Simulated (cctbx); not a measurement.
## Diagnosing a refinement

Cell a = 8.6990 Å, b = 5.5820 Å, c = 11.2770 Å, α = 90.00°, β = 90.00°, γ = 90.00°; space group Pnma (no. 62). The compound is DyMg3Cu3.

The data are simulated with cctbx, not measured: Mo Kα, λ = 0.71073 Å, to d = 0.84 Å, 50 % of the full sphere, strongest reflection 40000 counts, noise from counting, a 1.5 % proportional error and a noise floor of 4 counts (s.d.); no absorption.

An anisotropic refinement with weights 1/σ² prints:

```text
Rint 0.017, 522 unique reflections to 0.84 A
cycle     R1     wR2    GooF  max shift (A)
   1  0.0152  0.0340   1.847   0.00088
   2  0.0092  0.0198   1.074   0.00000
final R1 0.0092 wR2 0.0198 GooF 1.074  parameters 39  data/parameter 13.4
atom        x        y        z      Ueq    occ   su(xyz)  su(Uiso or U11)
Dy1    0.73399  0.75000  0.56520   0.0052  1.000  0.00002  0.0001
Cu1    0.67811  0.75000  0.25380   0.0048  1.000  0.00005  0.0002
Cu2    0.43537  0.49347  0.18849   0.0072  1.000  0.00005  0.0002
Mg1    0.93910  0.75000  0.09744   0.0095  1.000  0.00013  0.0006
Mg2    0.85630  0.75000  0.86640   0.0106  1.000  0.00014  0.0006
Mg3    0.60654  0.75000  0.01672   0.0094  1.000  0.00014  0.0006
difference map: max 0.46 min -0.40 rms 0.11
Q1    0.1937  0.7500  0.4903    4    0.50  0.76 A from Mg3
Q2    0.0549  0.7500  0.0308    4    0.40  1.26 A from Mg1
Q3    0.0954  0.5484  0.7211    8    0.39  0.51 A from Cu2
Q4    0.2112  0.2500  0.8615    4    0.39  1.39 A from Mg1
Q5    0.0607  0.2500  0.1474    4    0.37  0.74 A from Mg2
Q6    0.0212  0.2500  0.0819    4    0.36  1.21 A from Mg2
```

**Question.** Can this result stand? If not, what is the likely fault?

Mend it. The fault: anomalous dispersion left out. Against the right model at the same level, R1 goes from 0.0080 to 0.0092 and GooF from 0.93 to 1.07. No atom is wrong: without f′ and f″ the atoms near an edge get the wrong scattering power, which U and the scale absorb. The signs are weak, and the output alone doesn't single this fault out.

The compound is DyMg3Cu3. The right model at the same level gives:

```text
Rint 0.017, 522 unique reflections to 0.84 A
cycle     R1     wR2    GooF  max shift (A)
   1  0.0081  0.0173   0.937   0.00015
   2  0.0080  0.0171   0.927   0.00000
final R1 0.0080 wR2 0.0171 GooF 0.927  parameters 39  data/parameter 13.4
atom        x        y        z      Ueq    occ   su(xyz)  su(Uiso or U11)
Dy1    0.73399  0.75000  0.56520   0.0048  1.000  0.00001  0.0001
Cu1    0.67811  0.75000  0.25379   0.0062  1.000  0.00004  0.0002
Cu2    0.43535  0.49348  0.18848   0.0086  1.000  0.00005  0.0001
Mg1    0.93910  0.75000  0.09741   0.0097  1.000  0.00012  0.0005
Mg2    0.85623  0.75000  0.86645   0.0109  1.000  0.00012  0.0005
Mg3    0.60655  0.75000  0.01672   0.0097  1.000  0.00012  0.0005
difference map: max 0.41 min -0.35 rms 0.09
Q1    0.1962  0.7500  0.4947    4    0.46  0.79 A from Mg3
Q2    0.1748  0.7500  0.3619    4    0.42  1.30 A from Cu1
Q3    0.0769  0.0248  0.1060    8    0.36  1.42 A from Mg2
Q4    0.2053  0.2500  0.8550    4    0.34  1.37 A from Mg1
Q5    0.0833  0.7500  0.4056    4    0.34  0.90 A from Mg3
Q6    0.0739  0.0422  0.4712    8    0.32  1.66 A from Mg3
```

This is a model crystal, built by substitution and not relaxed, with assumed displacement parameters.

[Middle refinement cycles are left out of these outputs.]

[Logs are printed without paths, hosts, clocks, repeated set-up lines and the standing remarks that a program may print on its own settings, such as how far it seeks lower states.]
